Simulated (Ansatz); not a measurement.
# Stretching the linear Sn chain

Aim: how do moment and conductance of the linear Sn chain follow its length?

Main program and level: Ansatz 0.2.0; DFT PBEsol, plane waves, PAW; relaxation of a chain's period, in the first sound run; inputs show where later runs differ.

Report form: the programs' logs are mostly left out.

## 1. The starting structure

The cell holds 1 atom: 1 Sn. Cell: a = 7.500 Å, b = 7.500 Å, c = 2.585 Å, α = 90.0°, β = 90.0°, γ = 90.0°. Vacuum lies along a and b. The structure's axis is c.

## 2. The relaxed wire

Band widths follow the bond lengths, so the chain is relaxed first. The atoms and the third cell vector are free; the box across stays fixed as vacuum. Moments are seeded so that a magnetic state can form if it lies lower. A Fermi-Dirac smearing is set since the result may be a metal. The pressure printed is a third of the stress's trace over the whole box, vacuum included; only the stress along the axis is relaxed.

input.yaml reads:

```yaml
crystal:
  lattice:
    - [7.5, 0.0, 0.0]
    - [0.0, 7.5, 0.0]
    - [0.0, 0.0, 2.5854]
  atoms:
    - { symbol: Sn, position: [0.5, 0.5, 0.0], spin: 0.5 }
magnetization:
  spin_polarized: true
kpoints:
  mp_grid: { grid: [1, 1, 31] }
scf:
  occupations: { method: fermi_dirac, width: 0.05 }
hamiltonian:
  xc: pbesol
relax:
  cell: { fix: [a, b, alpha, beta, gamma] }
  max_steps: 60
```

On the command line:

```
> ansatz run input.yaml --threads 4 --pin off --max-ram 8192MiB --backend cpu --events-out ev --progress --plain --runs-dir out
```

Elapsed: 7.5 s, on 4 threads of Arm Neoverse V1, shared host; peak memory 0.41 GiB; 27 s of CPU time.

Step by step:

| step | energy less that of the first step (eV) | largest force component (eV/Å) | pressure (GPa) | volume (Å³) |
| --- | --- | --- | --- | --- |
| 1 | 0.0000 | 0.0000 | 1.10 | 145.43 |
| 2 | -0.0456 | 0.0000 | 0.14 | 152.37 |
| 3* | -0.0460 | 0.0000 | 0.14 | 152.37 |
| 4 | -0.0460 | 0.0000 | 0.14 | 152.25 |
| 5 | -0.0461 | 0.0000 | 0.16 | 151.62 |
| 6* | -0.0461 | 0.0000 | 0.16 | 151.62 |

Relaxation steps marked * repeat the geometry before them on a plane-wave basis chosen anew for their cell, so energy and pressure can jump there.

| cell as run | before | after | change |
| --- | --- | --- | --- |
| c (Å) | 2.585 | 2.695 | +4.3 % |

The relaxed structure:

```cif
data_structure
_symmetry_space_group_name_H-M 'P 1'
_symmetry_Int_Tables_number 1
_cell_length_a 7.5000
_cell_length_b 7.5000
_cell_length_c 2.6955
_cell_angle_alpha 90.000
_cell_angle_beta 90.000
_cell_angle_gamma 90.000
_cell_volume 151.62
loop_
_atom_site_label
_atom_site_type_symbol
_atom_site_fract_x
_atom_site_fract_y
_atom_site_fract_z
_atom_site_occupancy
Sn1 Sn 0.50000 0.50000 0.00000 1
```

Numbers from this step:

```yaml
energy_at_zero_smearing: -5948.2009 eV
cell_length_along_the_wire: 2.695 Å
```

The cell's length comes to 2.695 Å with no moment.

## 3. The chain at a fixed length, period over the relaxed period 0.88, k-mesh 1×1×34

This step: DFT PBEsol, plane waves, PAW; channels and complex bands of a perfect chain (Ansatz 0.2.0).

The period is set to 0.88 times the relaxed one: shorter bonds widen the bands.

The cell differs from the one that the last finished run ended in (c 2.695 → 2.372 Å).

input.yaml, the sections that differ from step 2:

```yaml
crystal:
  lattice:
    - [7.5, 0.0, 0.0]
    - [0.0, 7.5, 0.0]
    - [0.0, 0.0, 2.3720348906]
  atoms:
    - { symbol: Sn, position: [0.5, 0.5, 0.0], spin: 0.5 }
kpoints:
  mp_grid: { grid: [1, 1, 34] }
output:
  transmission:
    e_range: [-2, 2]
    de: 0.035
    kmesh: [1, 1]
    reduced_basis: true
    leads: [[0, 0]]
  stress: true
# magnetization, scf, hamiltonian: as in step 2
# relax: removed
```

The job ended after 22 s (4 threads; peak memory 0.45 GiB).

Numbers from this step:

```yaml
energy_at_zero_smearing: -5947.6840 eV
channels_at_the_energy_nearest_the_fermi_level_spin_up: 3
channels_at_the_energy_nearest_the_fermi_level_spin_down: 3
conductance_of_the_lead_as_this_run_defines_it: 3.000 G₀
band_gap: 0 eV
```

Table of open channels of the lead by energy, zero at the Fermi level:

```csv
energy (eV),spin up,spin down
-1.615,0,0
-1.510,2,2
-1.405,2,2
-1.300,2,2
-1.195,2,2
-1.090,3,3
-0.985,3,3
-0.915,3,3
-0.810,3,3
-0.705,3,3
-0.600,3,3
-0.495,3,3
-0.390,3,3
-0.285,3,3
-0.215,3,3
-0.110,3,3
-0.005,3,3
0.100,3,3
0.205,3,3
0.310,3,3
0.415,3,3
0.485,3,3
0.590,3,3
0.695,3,3
0.800,3,3
0.905,3,3
1.010,3,3
1.115,3,3
1.185,3,3
1.290,3,3
1.395,3,3
1.500,3,3
1.605,3,3
1.710,3,3
1.815,3,3
1.885,3,3
```

At the computed energy nearest the Fermi level there are 3 spin-up and 3 spin-down channels, and the thermal average gives 3.00 G₀.

## 4. At a set period, period over the relaxed period 0.92, k-mesh 1×1×33

The period is set to 0.92 times the relaxed one: shorter bonds widen the bands.

The cell differs from the one that the last finished run ended in (c 2.372 → 2.480 Å).

input.yaml: that of step 3 with these lines changed.

```diff
@@ -4,3 +4,3 @@
     - [0.0, 7.5, 0.0]
-    - [0.0, 0.0, 2.3720348906]
+    - [0.0, 0.0, 2.4798546583]
   atoms:
@@ -10,3 +10,3 @@
 kpoints:
-  mp_grid: { grid: [1, 1, 34] }
+  mp_grid: { grid: [1, 1, 33] }
 scf:
```

Elapsed: 34 s, on 4 threads; peak memory 0.5 GiB; 2 min of CPU time.

At the computed energy nearest the Fermi level there are 3 spin-up and 3 spin-down channels, and the thermal average gives 3.00 G₀.

## 5. The chain at a fixed length, period over the relaxed period 0.96, k-mesh 1×1×31

The period is set to 0.96 times the relaxed one: shorter bonds widen the bands.

input.yaml: that of step 4 with these lines changed.

```diff
@@ -4,3 +4,3 @@
     - [0.0, 7.5, 0.0]
-    - [0.0, 0.0, 2.4798546583]
+    - [0.0, 0.0, 2.5876744261]
   atoms:
@@ -10,3 +10,3 @@
 kpoints:
-  mp_grid: { grid: [1, 1, 33] }
+  mp_grid: { grid: [1, 1, 31] }
 scf:
```

The job ended after 23 s (4 threads; peak memory 0.49 GiB).

At the computed energy nearest the Fermi level there are 3 spin-up and 3 spin-down channels, and the thermal average gives 3.00 G₀.

## 6. At a set period, period over the relaxed period 1, k-mesh 1×1×30

The period is set to 1.0 times the relaxed one, as the point of reference.

input.yaml: that of step 5 with these lines changed.

```diff
@@ -4,3 +4,3 @@
     - [0.0, 7.5, 0.0]
-    - [0.0, 0.0, 2.5876744261]
+    - [0.0, 0.0, 2.6954941938]
   atoms:
@@ -10,3 +10,3 @@
 kpoints:
-  mp_grid: { grid: [1, 1, 31] }
+  mp_grid: { grid: [1, 1, 30] }
 scf:
```

Run time: 23 s. Hardware: 4 threads; peak memory 0.49 GiB.

The open channels of the lead by energy, zero at the Fermi level:

| energy (eV) | spin up | spin down |
| --- | --- | --- |
| -2.000 | 1 | 1 |
| -1.790 | 1 | 1 |
| -1.615 | 1 | 1 |
| -1.405 | 1 | 1 |
| -1.195 | 1 | 1 |
| -0.985 | 1 | 1 |
| -0.810 | 3 | 3 |
| -0.600 | 3 | 3 |
| -0.390 | 3 | 3 |
| -0.215 | 3 | 3 |
| -0.005 | 3 | 3 |
| 0.205 | 3 | 3 |
| 0.415 | 3 | 3 |
| 0.590 | 3 | 3 |
| 0.800 | 3 | 3 |
| 1.010 | 3 | 3 |
| 1.185 | 3 | 3 |
| 1.395 | 3 | 3 |
| 1.605 | 3 | 3 |
| 1.815 | 3 | 3 |

At the computed energy nearest the Fermi level there are 3 spin-up and 3 spin-down channels, and the thermal average gives 3.00 G₀.

## 7. The chain at a fixed length, period over the relaxed period 1.04, k-mesh 1×1×29

The period is set to 1.04 times the relaxed one: longer bonds narrow the bands.

The cell differs from the one that the last finished run ended in (c 2.695 → 2.803 Å).

input.yaml: that of step 6 with these lines changed.

```diff
@@ -4,3 +4,3 @@
     - [0.0, 7.5, 0.0]
-    - [0.0, 0.0, 2.6954941938]
+    - [0.0, 0.0, 2.8033139616]
   atoms:
@@ -10,3 +10,3 @@
 kpoints:
-  mp_grid: { grid: [1, 1, 30] }
+  mp_grid: { grid: [1, 1, 29] }
 scf:
```

It took 16 s on 4 threads; peak memory 0.41 GiB; 58 s of CPU time.

At the computed energy nearest the Fermi level there are 3 spin-up and 3 spin-down channels, and the thermal average gives 3.00 G₀. The change of length costs 0.026 eV a cell and leaves no moment.

## 8. At a set period, period over the relaxed period 1.08, k-mesh 1×1×28

The period is set to 1.08 times the relaxed one: longer bonds narrow the bands.

The cell differs from the one that the last finished run ended in (c 2.803 → 2.911 Å).

input.yaml: that of step 7 with these lines changed.

```diff
@@ -4,3 +4,3 @@
     - [0.0, 7.5, 0.0]
-    - [0.0, 0.0, 2.8033139616]
+    - [0.0, 0.0, 2.9111337294]
   atoms:
@@ -10,3 +10,3 @@
 kpoints:
-  mp_grid: { grid: [1, 1, 29] }
+  mp_grid: { grid: [1, 1, 28] }
 scf:
```

Wall time 15 s (4 threads); peak memory 0.41 GiB; 55 s of CPU time.

At the computed energy nearest the Fermi level there are 3 spin-up and 3 spin-down channels, and the thermal average gives 3.00 G₀. The change of length costs 0.090 eV a cell and leaves no moment.

## 9. The chain at a fixed length, period over the relaxed period 1.13, k-mesh 1×1×27

The period is set to 1.13 times the relaxed one: longer bonds narrow the bands.

The cell differs from the one that the last finished run ended in (c 2.911 → 3.046 Å).

input.yaml: that of step 8 with these lines changed.

```diff
@@ -4,3 +4,3 @@
     - [0.0, 7.5, 0.0]
-    - [0.0, 0.0, 2.9111337294]
+    - [0.0, 0.0, 3.045908439]
   atoms:
@@ -10,3 +10,3 @@
 kpoints:
-  mp_grid: { grid: [1, 1, 28] }
+  mp_grid: { grid: [1, 1, 27] }
 scf:
```

Wall time 17 s (4 threads); peak memory 0.42 GiB; 61 s of CPU time.

At the computed energy nearest the Fermi level there are 3 spin-up and 3 spin-down channels, and the thermal average gives 3.00 G₀. The change of length costs 0.213 eV a cell and leaves no moment.

## 10. The chain at a fixed length, period over the relaxed period 1.2, k-mesh 1×1×25

The period is set to 1.2 times the relaxed one: longer bonds narrow the bands.

The cell differs from the one that the last finished run ended in (c 3.046 → 3.235 Å).

input.yaml: that of step 9 with these lines changed.

```diff
@@ -4,3 +4,3 @@
     - [0.0, 7.5, 0.0]
-    - [0.0, 0.0, 3.045908439]
+    - [0.0, 0.0, 3.2345930326]
   atoms:
@@ -10,3 +10,3 @@
 kpoints:
-  mp_grid: { grid: [1, 1, 27] }
+  mp_grid: { grid: [1, 1, 25] }
 scf:
```

Elapsed: 16 s, on 4 threads; peak memory 0.41 GiB.

At the computed energy nearest the Fermi level there are 3 spin-up and 3 spin-down channels, and the thermal average gives 3.00 G₀. The change of length costs 0.440 eV a cell and leaves no moment.

## 11. At a set period, period over the relaxed period 1.3, k-mesh 1×1×23

The period is set to 1.3 times the relaxed one: longer bonds narrow the bands.

The cell differs from the one that the last finished run ended in (c 3.235 → 3.504 Å).

input.yaml: that of step 10 with these lines changed.

```diff
@@ -4,3 +4,3 @@
     - [0.0, 7.5, 0.0]
-    - [0.0, 0.0, 3.2345930326]
+    - [0.0, 0.0, 3.504142452]
   atoms:
@@ -10,3 +10,3 @@
 kpoints:
-  mp_grid: { grid: [1, 1, 25] }
+  mp_grid: { grid: [1, 1, 23] }
 scf:
```

Wall time 22 s (4 threads); peak memory 0.43 GiB.

Open channels of the lead against energy, zero at the Fermi level:

| energy (eV) | spin up | spin down |
| --- | --- | --- |
| -2.000 | 0 | 0 |
| -1.790 | 1 | 0 |
| -1.615 | 1 | 0 |
| -1.405 | 1 | 1 |
| -1.195 | 1 | 1 |
| -0.985 | 1 | 1 |
| -0.810 | 3 | 1 |
| -0.600 | 3 | 1 |
| -0.390 | 3 | 1 |
| -0.215 | 3 | 1 |
| -0.005 | 3 | 1 |
| 0.205 | 3 | 3 |
| 0.415 | 3 | 3 |
| 0.590 | 3 | 3 |
| 0.800 | 1 | 3 |
| 1.010 | 1 | 3 |
| 1.185 | 1 | 3 |
| 1.395 | 1 | 3 |
| 1.605 | 1 | 3 |
| 1.815 | 1 | 3 |

At the computed energy nearest the Fermi level there are 3 spin-up and 1 spin-down channels, and the thermal average gives 2.01 G₀. The change of length costs 0.767 eV a cell and leaves an absolute moment of 1.27 μB a cell.

## 12. Comparing the runs

Times are for 4 threads of Arm Neoverse V1, shared host. The series side by side:

| no. | period over the relaxed period | conductance of the lead as this run defines it (G₀) | absolute moment (μB) | energy at zero smearing less the lowest (eV) | time | memory (GiB) |
| --- | --- | --- | --- | --- | --- | --- |
| 1 | 0.88 | 3.000 | 0 | 0.5244 | 22 s | 0.45 |
| 2 | 0.92 | 3.000 | 0 | 0.2208 | 34 s | 0.5 |
| 3 | 0.96 | 3.000 | 0 | 0.04912 | 23 s | 0.49 |
| 4 | 1 | 3.000 | 0 | 0 | 23 s | 0.49 |
| 5 | 1.04 | 3.000 | 0 | 0.02618 | 16 s | 0.41 |
| 6 | 1.08 | 3.000 | 0 | 0.08951 | 15 s | 0.41 |
| 7 | 1.13 | 3.000 | 0 | 0.2134 | 17 s | 0.42 |
| 8 | 1.2 | 3.000 | 0 | 0.4397 | 16 s | 0.41 |
| 9 | 1.3 | 2.008 | 1.274 | 0.7672 | 22 s | 0.43 |

## 13. Results

```json
{
 "relaxed cell length": "2.695 Å",
 "conductance at period × 0.88": "3.00 G₀",
 "conductance at period × 1.0": "3.00 G₀",
 "conductance at period × 1.13": "3.00 G₀",
 "conductance at period × 1.3": "2.01 G₀",
 "absolute moment at period × 0.88": "0 μB",
 "absolute moment at period × 1.0": "0 μB",
 "absolute moment at period × 1.3": "1.27 μB"
}
```

**Reading.** In these runs no moment survives at the shortest period, and one is present from a factor of 1.3 on: longer bonds narrow the bands, which favours exchange splitting. The conductance goes from 3.00 G₀ at the shortest period to 2.01 G₀ at the longest, while the magnetic state changes too. Transport is coherent and elastic here: the atoms are frozen, so scattering by vibrations plays no part. No search over magnetic orders was made; another may lie lower. For the perfect chain only parallel moments were started; its antiparallel and spiral orders were not tested. The lead's cell of one atom keeps the chain straight and evenly spaced; a zigzag or dimerised form may lie lower.

[Logs are printed without paths, hosts, clocks, repeated set-up lines and the standing remarks that a program may print on its own settings, such as how far it seeks lower states.]

[Hosts, paths, dates, database ids (printed as entryN), source tags and the programs' standing remarks are cut or masked in the printed files.]
